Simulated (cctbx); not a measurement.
# Symmetry from intensities

Cell: a = 11.3990 Å, b = 11.3990 Å, c = 11.3990 Å, α = 90.00°, β = 90.00°, γ = 90.00°. Expected content of the cell: Hg4 I24 Co4 Na8.

Simulated single-crystal data (cctbx): Ag Kα, λ = 0.56087 Å, to d = 0.84 Å, 70 % of the full sphere, strongest reflection 5000 counts, noise from counting, a 3 % proportional error and a noise floor of 8 counts (s.d.); no absorption.

Tests on the unmerged data give:

```text
7340 reflections to d = 0.840 A
centring   violations  <I/sigma> of those
    A          0 of  3644     -0.0
    B          0 of  3654     -0.0
    C          0 of  3604      0.0
    I        588 of  3616      2.1
    R        774 of  4887      2.2
    F          0 of  5451     -0.0
Laue class    unique    Rint  (classes that these axes allow; Friedel mates merged)
F m m m           394   0.053
F m -3            136   0.057
F m -3 m           96   0.058
space group    extra absences  I>4sigma  <I/sigma>
F 4 3 2                 0          0         -  acentric
F -4 3 m                0          0         -  acentric
F m -3 m                0          0         -  centric
Wilson B = 1.61 A^2   <|E^2-1|> = 0.695 (0.968 centric, 0.736 acentric)   E^2>4: 0.0 %
shell (A)         n   <I/sigma>
 6.58 - 1.67     18     46.2
 1.67 - 1.33     13     55.7
 1.33 - 1.16      9     33.6
 1.16 - 1.06     15     40.4
 1.06 - 0.98      9     38.6
 0.98 - 0.92     10     29.2
 0.92 - 0.88     10     25.8
 0.88 - 0.84     12     28.3
```

**Question.** What are the lattice type, the Laue class and the likely space group?

The reflections that A, B, C and F centring forbids are absent (⟨I/σ⟩ near 0), so the lattice is F. F holds A, B and C together.

Rint stays low (0.053 to 0.058) up to F m -3 m, the highest class in these axes.

3 settings pass the absence test. No glide or screw absences show, which leaves F 4 3 2, F -4 3 m and F m -3 m.

⟨|E²−1|⟩ = 0.695 leans to a non-centrosymmetric structure. Here that hint misleads: the statistic assumes many like atoms on general positions, and few, heavy or special-position atoms break it. The Wilson B of 1.61 Å² means U ≈ 0.0204 Å².

The true group is Fm-3m (no. 225), Laue class m-3m, centrosymmetric. The tables only narrow the choice to the tied entries; cell content, site symmetry and trial solutions must settle it.

The model was made for the exercise: a known structure type with other elements put in, its volume estimated, not relaxed; displacement parameters are assumed.

[Logs are printed without paths, hosts, clocks, repeated set-up lines and the standing remarks that a program may print on its own settings, such as how far it seeks lower states.]
